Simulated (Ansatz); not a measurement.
## Formation energy and levels of the substitutional impurity O_C in SiC (P6_3mc)

Wanted: the transition levels of a substitutional impurity in SiC (P6_3mc), from a cell of 108 host atoms with 1 C taken out and 1 O put in.

Main program and level: Ansatz 0.2.0; place-levels on r2SCAN runs: charge-transition levels and formation energies with image-charge correction and potential alignment at the atomic sites; PAW set soft_1.

Experimental background.

“Charge spill-out and work function of few-layer graphene on SiC(0001)” (2018, arxiv:1806.04908) quotes from earlier work for SiC, 6H (bulk crystal, literature): band gap (indirect gap, experimental literature value) 3.03 eV [Literature value cited in passing in the theory part; temperature and measurement method …].

This is a report of a sequence of runs, with most program output left out.

## 1. The structure

The cell holds 108 atoms: 54 Si, 53 C and 1 O. Its edges and angles: a = 9.236 Å, b = 9.236 Å, c = 15.108 Å, α = 90.0°, β = 90.0°, γ = 120.0°. It derives from SiC (space group P6_3mc). Nearest the centre at fractional (0.556, 0.444, 0.542): O59 at 0.00 Å, Si89 at 1.89 Å, Si53 at 1.89 Å, Si101 at 1.89 Å, Si51 at 1.89 Å, C23 at 3.08 Å, C47 at 3.08 Å, C11 at 3.08 Å.

Known beforehand: the electronic dielectric constant, (7.09, 7.09, 7.35), and the static one, (10.43, 10.43, 10.95), computed on the host (DFPT, PBEsol, on the r2SCAN cell), and a cell off the functional's own equilibrium shifts the ionic part.

The cell's shortest repeat is 9.2 Å.

## 2. What was run first

Levels follow from differences of total energies between charge states, each relaxed by itself.

Each atom starts 0.05 Å or so off its site in a random direction: a symmetric start keeps its symmetry, and would miss off-centre moves and Jahn–Teller distortions. Forces are taken at one point at (¼, ¼, ¼). The cell holds 1 electron more than the neutral one, with a uniform background that keeps it neutral on the whole. The electron count is odd, so at least one spin is unpaired; this run locks the moment at 1 μB.

The sampling was tested on the host first: at the k-points planned (1x1x1 shifted 0.25 0.25 0.25) its energy lies -0.041 eV an atom from the dense-mesh value, a large miss, so this sampling is coarse for the host.

One of the inputs; charge, spin and start change from state to state.

The input, qm1_M1.relax/input.yaml:

```yaml
crystal:
  lattice:
    - [3.07866498, 0.0, 0.0]
    - [-1.53933249, 2.66620208, 0.0]
    - [0.0, 0.0, 15.1078644]
  atoms:
    - { symbol: Si, position: [0.33333333, 0.66666667, 0.8329854] }
    - { symbol: Si, position: [0.66666667, 0.33333333, 0.3329854] }
    - { symbol: Si, position: [0.66666667, 0.33333333, 0.66650102] }
    - { symbol: Si, position: [0.33333333, 0.66666667, 0.16650102] }
    - { symbol: Si, position: [0.0, 0.0, 0.49972248] }
    - { symbol: Si, position: [0.0, 0.0, 0.99972248] }
    - { symbol: C, position: [0.0, 0.0, 0.87436694] }
    - { symbol: C, position: [0.0, 0.0, 0.37436694] }
    - { symbol: C, position: [0.33333333, 0.66666667, 0.70799668] }
    - { symbol: C, position: [0.66666667, 0.33333333, 0.20799668] }
    - { symbol: C, position: [0.66666667, 0.33333333, 0.54152848] }
    - { symbol: C, position: [0.33333333, 0.66666667, 0.04152848] }
  supercell: [3, 3, 1]
  defects: [{ substitution: { at: 58, symbol: O } }]
total_charge: -1
basis:
  ecutwfc: 500
  xc_grid: 2
hamiltonian:
  xc: r2scan
  pseudopotentials: { kind: paw, azcp: { folder: soft_1 } }
kpoints:
  mp_grid: { grid: [1, 1, 1], shift: [0.25, 0.25, 0.25] }
magnetization:
  spin_polarized: true
  initial_magnetization: 1
  spin_locking: { lock_magnetization: hard }
scf:
  occupations: { method: fixed }
  max_iter: 80
output:
  forces: true
  charged_corrections:
    epsilon: [7.09, 7.09, 7.35]
    static_epsilon: [10.43, 10.43, 10.95]
relax:
  f_tol: 0.02
  max_steps: 80
  random_displacement: { amplitude: 0.05, seed: 8008 }
checkpoint:
  write: "../qm1_M1.relax.run"
  compress: false
  write_wavefunctions: true
  write_every: 100000
```

On the command line:

```bash
ansatz run input.yaml --threads 4 --pin off --max-ram 15073MiB --backend cpu --events-out ev --progress --plain --runs-dir out
```

Defect states can disperse in a cell of this size, so the energy is taken again at a 2×2×2 shifted mesh, on the relaxed structure.

The run of this state that the levels use, under r2SCAN:

The input, qm1_M1.point/input.yaml:

```yaml
crystal:
  checkpoint: "../qm1_M1.relax.run"
  host: checkpoint
total_charge: -1
basis:
  ecutwfc: 500
  xc_grid: 2
hamiltonian:
  xc: r2scan
  pseudopotentials: { kind: paw, azcp: { folder: soft_1 } }
kpoints:
  mp_grid: { grid: [2, 2, 2], shift: [0.5, 0.5, 0.5] }
magnetization:
  spin_polarized: true
  initial_magnetization: 1
  spin_locking: { lock_magnetization: hard }
scf:
  occupations: { method: fermi_dirac, width: 0.01 }
  max_iter: 80
output:
  forces: true
  eigenvalues: true
  charged_corrections:
    epsilon: [7.09, 7.09, 7.35]
    static_epsilon: [10.43, 10.43, 10.95]
    defect_position: [0.555556, 0.444444, 0.541528]
  eigenstates: { localisation: true }
  populations: true
  efg: {}
  band_densities: [{ bands: [v1, v1] }, { bands: [c1, c1] }]
  write_density: true
  write_potential: true
  volumetric_format: npy
checkpoint:
  read: "../qm1_M1.relax.run"
  write: "../qm1_M1.point.run"
  compress: false
  write_wavefunctions: false
  write_every: 100000
```

Relaxations under r2SCAN at one point at (¼, ¼, ¼); times on 4 threads of Intel Xeon Platinum 8488C (Sapphire Rapids), shared host:

```tsv
charge	moment (μB)	occupations	outcome	steps	largest displacement against the far atoms (Å)	time
−1	1	fixed	converged	9	0.32	4.6 min
0	0	fixed	converged	12	0.33	2.6 min
+1	1	fixed	converged	9	0.32	4.9 min
+2	0	fixed	converged	8	0.14	1.8 min
0	2	fixed	converged	8	0.30	3.9 min
```

Single points under r2SCAN at a 2×2×2 shifted mesh; times on 4 threads of Intel Xeon Platinum 8488C (Sapphire Rapids), shared host:

```tsv
charge	moment (μB)	occupations	outcome	time
−1	1	fermi-dirac	converged	3.7 min
0	0	fermi-dirac	converged	80 s
+1	1	fermi-dirac	converged	3.4 min
+2	0	fermi-dirac	converged	82 s
0	2	fermi-dirac	converged	4.7 min
```

Distances (Å) from O59 to the nearest atoms after relaxation with r2SCAN:

```tsv
charge	moment (μB)	1.	2.	3.	4.	5.	6.
−1	1	Si 1.86	Si 1.86	Si 1.90	Si 2.48	C 2.83	C 2.83
0	0	Si 1.85	Si 1.86	Si 1.90	Si 2.48	C 2.82	C 2.82
0	2	Si 1.88	Si 1.88	Si 1.89	Si 2.47	C 2.86	C 2.86
+1	1	Si 1.89	Si 1.90	Si 1.91	Si 2.44	C 2.91	C 2.91
+2	0	Si 1.99	Si 1.99	Si 1.99	Si 2.05	C 3.05	C 3.06
```

## 3. place-levels, r2SCAN

A charged cell interacts with its images and the background, and its potential has another zero than the host's. place-levels removes the first by a point-charge model, screened by the static dielectric constant since the ions have relaxed around the charge, and the second by comparing potentials at atoms far from the defect.

The host is a run of the defect-free crystal in the same cutoffs, grids and k-points, so that basis and sampling errors cancel in part in the differences. The host is run in a cell of 12 atoms on a matching mesh. Its band edges are searched through the zone by a band path, so the gap is smaller than, or equal to, that on the mesh. Chemical potentials are energies per atom of C (diamond) and O (O2 molecule), run with the same functional and cutoff. Carbon is taken as diamond, which semilocal functionals can put about 0.1 eV an atom over graphite.

The input, levels.point.yaml:

```yaml
host:
  run: host.point.run
states: [qm1_M1.point.run, q0.point.run, qp1_M1.point.run, qp2.point.run, q0_M2.point.run]
geometry_from:
  qm1_M1.point.run: qm1_M1.relax.run
  q0.point.run: q0.relax.run
  qp1_M1.point.run: qp1_M1.relax.run
  qp2.point.run: qp2.relax.run
  q0_M2.point.run: q0_M2.relax.run
  host.point.run: host.relax.run
chemical_potentials:
  C:
    energy: -251.553391
    dataset: "<sha256 of the dataset>"
  O:
    energy: -565.989614
    dataset: <sha256 of the dataset>
epsilon: [7.09, 7.09, 7.35]
static_epsilon: [10.43, 10.43, 10.95]
vertical:
  - { from: qm1_M1.point.run, to: qm1_M1.point_neutral.run }
  - { from: qp1_M1.point.run, to: qp1_M1.point_neutral.run }
  - { from: qp2.point.run, to: qp2.point_neutral.run }
```

On the command line:

```bash
ansatz place-levels levels.point.yaml -- --threads 4 --pin off --max-ram 15073MiB
```

The job ended after 0.55 s (4 threads of Intel Xeon Platinum 8488C (Sapphire Rapids), shared host).

Levels between the charges placed, in eV above the valence top:

```tsv
	gap (eV)	(+2/+1)	(+1/0)	(0/−1)
r2SCAN	2.37	1.58	2.06	2.41
```

Corrections by state:

```tsv
charge	moment (μB)	image terms and alignment (eV)	band filling (eV)	ε used	over the lowest of its charge, as the program ranks them, band filling apart (eV)
+2	0.0	0.634	-	principal values (10.43, 10.43, 10.95)	0.000
+1	1.0	0.173	-	principal values (10.43, 10.43, 10.95)	0.000
0	0.0	0.000	-	-	0.000
−1	1.0	0.044	-0.349	principal values (10.43, 10.43, 10.95)	0.000
0	2.0	0.000	-	-	0.410
```

The charged structures listed were also run neutral, and place-levels reads from each pair, by the potential or the spins, how wide the charge is by which they differ; that can be the carrier of either run.

```tsv
charge	rms radius (Å)	spread where it is widest against the cell (Å)	wide from (Å)	reading
+2	3.6	2.04	1.39	wide
+1	3.6	1.79	1.39	wide
−1	6.7	3.27	1.39	wide
```

The neutral runs of these pairs need not share the spin of the lowest neutral state, and very wide values only mean spread over the cell.

From the program's caveats on the states, each cut to its opening words:

- charge +2: it parts from the run at its places by a charge that spreads by about 2 Å along one vector (1.4 Å or more is wide), by its potential at epsilon [7.09, 7.09, [...]
- charge +1 (1 μB): it parts from the run at its places by a charge that spreads by about 1.8 Å along one vector (1.4 Å or more is wide), by the spins about the atoms, where the [...]
- charge +1 (1 μB), −1 (1 μB), 0 (2 μB): flagged: stability check not made
- charge −1 (1 μB): it parts from the run at its places by a charge that spreads by about 3.3 Å along one vector (1.4 Å or more is wide), by its potential at epsilon [7.09, 7.09, [...]
- charge −1 (1 μB): a band-filling correction moves a carrier to the host's band edge, which changes its energy by -0.349 eV
- charge −1 (1 μB): its alignment with the host at atomic sites is doubtful: the mean over the far sites moves by -0.1131 eV from their farther parts to their nearer, more than [...]
- charge −1 (1 μB): the host's ions (past the first shell or, of a walk that freed a part, those that it held) aren't shown at rest: they stand up to 0.047 Å off their sites, 0.24 [...]
- charge −1 (1 μB): its sublattices stand up to 0.0082 Å off the host's, which by the two runs' forces adds about +0.02 eV to its energy against the host's, and moves the band [...]
- charge −1 (1 μB): its moments are held at its close (magnetization.spin_locking), by a field of 0.023 eV a Bohr magneton, and its energy and levels are of the state that this [...]
- charge 0 (2 μB): its alignment with the host at atomic sites is doubtful: the mean over the far sites moves by -0.0677 eV from their farther parts to their nearer, more than [...]
- charge 0 (2 μB): its moments are held at its close (magnetization.spin_locking), by a field of 0.211 eV a Bohr magneton, and its energy and levels are of the state that this [...]

The host's formation energy from the elements is -0.356 eV per atom; it sets how far the chemical potentials can move.

Limit set by the element alone; other compounds of these elements are not counted. Chemical potentials from the elements' reference states: C 0.00 eV, Si -0.71 eV, O 0.00 eV. Formation energy by charge state (C-rich; gap 2.37 eV):

```tsv
charge	at valence top (eV)	at conduction bottom (eV)	correction included (eV)
+2	-3.20	1.54	0.63
+1	-1.61	0.75	0.17
0	0.45	0.45	0.00
−1	2.86	0.49	-0.31
```

(Fermi level (eV), lowest formation energy (eV)): (0.00, -3.20), (0.22, -2.77), (0.43, -2.34), (0.65, -1.91), (0.86, -1.48), (1.08, -1.05), (1.29, -0.61), (1.51, -0.18), (1.72, 0.11), (1.94, 0.32), (2.15, 0.45), (2.37, 0.45)

Limit set by the element alone; other compounds of these elements are not counted. Chemical potentials from the elements' reference states: Si 0.00 eV, C -0.71 eV, O 0.00 eV. Formation energies (Si-rich), with the Fermi level at the valence top and at the conduction bottom (gap 2.37 eV):

```tsv
charge	at valence top (eV)	at conduction bottom (eV)	correction included (eV)
+2	-3.91	0.83	0.63
+1	-2.33	0.04	0.17
0	-0.26	-0.26	0.00
−1	2.14	-0.23	-0.31
```

```json
{"Fermi level (eV)": "0.00", "lowest formation energy (eV)": "-3.91"}
{"Fermi level (eV)": "0.22", "lowest formation energy (eV)": "-3.48"}
{"Fermi level (eV)": "0.43", "lowest formation energy (eV)": "-3.05"}
{"Fermi level (eV)": "0.65", "lowest formation energy (eV)": "-2.62"}
{"Fermi level (eV)": "0.86", "lowest formation energy (eV)": "-2.19"}
{"Fermi level (eV)": "1.08", "lowest formation energy (eV)": "-1.76"}
{"Fermi level (eV)": "1.29", "lowest formation energy (eV)": "-1.32"}
{"Fermi level (eV)": "1.51", "lowest formation energy (eV)": "-0.89"}
{"Fermi level (eV)": "1.72", "lowest formation energy (eV)": "-0.60"}
{"Fermi level (eV)": "1.94", "lowest formation energy (eV)": "-0.39"}
{"Fermi level (eV)": "2.15", "lowest formation energy (eV)": "-0.26"}
{"Fermi level (eV)": "2.37", "lowest formation energy (eV)": "-0.26"}
```

## 4. Effect of the sampling

The relaxations' own energies give the levels at their sampling, for comparison.

The input, levels.relax_mesh.yaml:

```yaml
host:
  run: host.relax.run
states: [qm1_M1.relax.run, q0.relax.run, qp1_M1.relax.run, qp2.relax.run, q0_M2.relax.run]
chemical_potentials:
  C:
    energy: -251.553391
    dataset: "<sha256 of the dataset>"
  O:
    energy: -565.989614
    dataset: <sha256 of the dataset>
```

On the command line:

```bash
ansatz place-levels levels.relax_mesh.yaml -- --threads 4 --pin off --max-ram 15073MiB
```

It took 0.17 s on 4 threads.

Levels between neighbouring charges, in eV above the valence top:

```tsv
	gap (eV)	(+2/+1)	(+1/0)	(0/−1)
one point at (¼, ¼, ¼)	2.38	1.65	2.12	2.42
a 2×2×2 shifted mesh	2.37	1.58	2.06	2.41
```

Going from one point at (¼, ¼, ¼) to a 2×2×2 shifted mesh moves the levels that carry no band-filling term by up to 0.06 eV and formation energies against the elements by up to 0.20 eV; band-filling terms, which differ between samplings, are in these energies.

## 5. Summary of results

```
gap of the host                                                          : 2.37 eV (r2SCAN)
level (plus 2/plus 1)                                                    : 1.58 eV above the valence top
level (plus 1/0)                                                         : 2.06 eV above the valence top
level (0/minus 1)                                                        : 2.41 eV above the valence top, past the conduction bottom (2.76 eV above the valence top without the band-filling term)
lowest of the charges placed, just above the valence top (0.02 eV)       : +2
lowest of the charges placed, just below the conduction bottom (0.02 eV) : 0
lowest formation energy at mid-gap of the charges run, C-rich            : -0.83 eV
lowest formation energy at mid-gap of the charges run, Si-rich           : -1.54 eV
```

Of the charges placed (−1, 0, +1 and +2), the lowest changes at 1.58 eV (+2/+1) and 2.06 eV (+1/0) above the valence top, in a gap of 2.37 eV. Charges above +2 were not placed, so these runs say nothing of levels that involve them. States placed: +2 at 0 μB; +1 at 1 μB; 0 at 0 μB and 2 μB; −1 at 1 μB. Other spin states or structures, where not listed, weren't placed. The program finds carriers beyond a band edge of the host and adds a band-filling term at charge −1 (-0.35 eV); steps to such a charge show no bound level, and a defect level inside a band would be read the same way. O is taken at its element; compounds, which aren't counted here, bound the chemical potentials and would shift these formation energies. The lowest formation energy (Si-rich) is negative across the gap, so the defect would form by itself: these chemical potentials lie beyond what competing compounds allow, or the host is unstable against it. Going from one point at (¼, ¼, ¼) to a 2×2×2 shifted mesh moves the levels that carry no band-filling term by up to 0.06 eV and formation energies against the elements by up to 0.20 eV; band-filling terms, which differ between samplings, are in these energies. The program doubts the alignment of potentials for at least one state, a sign that the cell is small. What this leaves open: r2SCAN makes the gap too small and tends to spread out bound carriers; where a gas molecule sets a chemical potential or the host's formation energy, its binding is uncorrected; force components of up to 0.25 eV/Å remain in a run at the final settings.

Comparison with the measured values:

| quantity | measured | r2SCAN |
| --- | --- | --- |
| band gap (least gap of the host) (eV) | 3.03 | 2.37 (-0.66 eV) |

Measured values from arxiv:1806.04908 (2018).

How well it matches: The band gap is off by -0.66 eV: a clear miss. Local and semilocal functionals usually give gaps below the measured ones. Zero-point and thermal motion shift the measured gap.

[Logs are printed without paths, hosts, clocks, repeated set-up lines and the standing remarks that a program may print on its own settings, such as how far it seeks lower states.]

[Hosts, paths, dates, database ids (printed as entryN), source tags and the programs' standing remarks are cut or masked in the printed files.]

[Where a table of states has a column of steps, it counts the stored structures, which are thinned; the runs took as many ionic steps or more.]

[A defect's name tells the site on which it was built; relaxed atoms can leave that site.]

[For some hosts the program warned that the k-mesh of the response run may be too coarse for force constants and the static dielectric constant; such warnings are not shown here.]
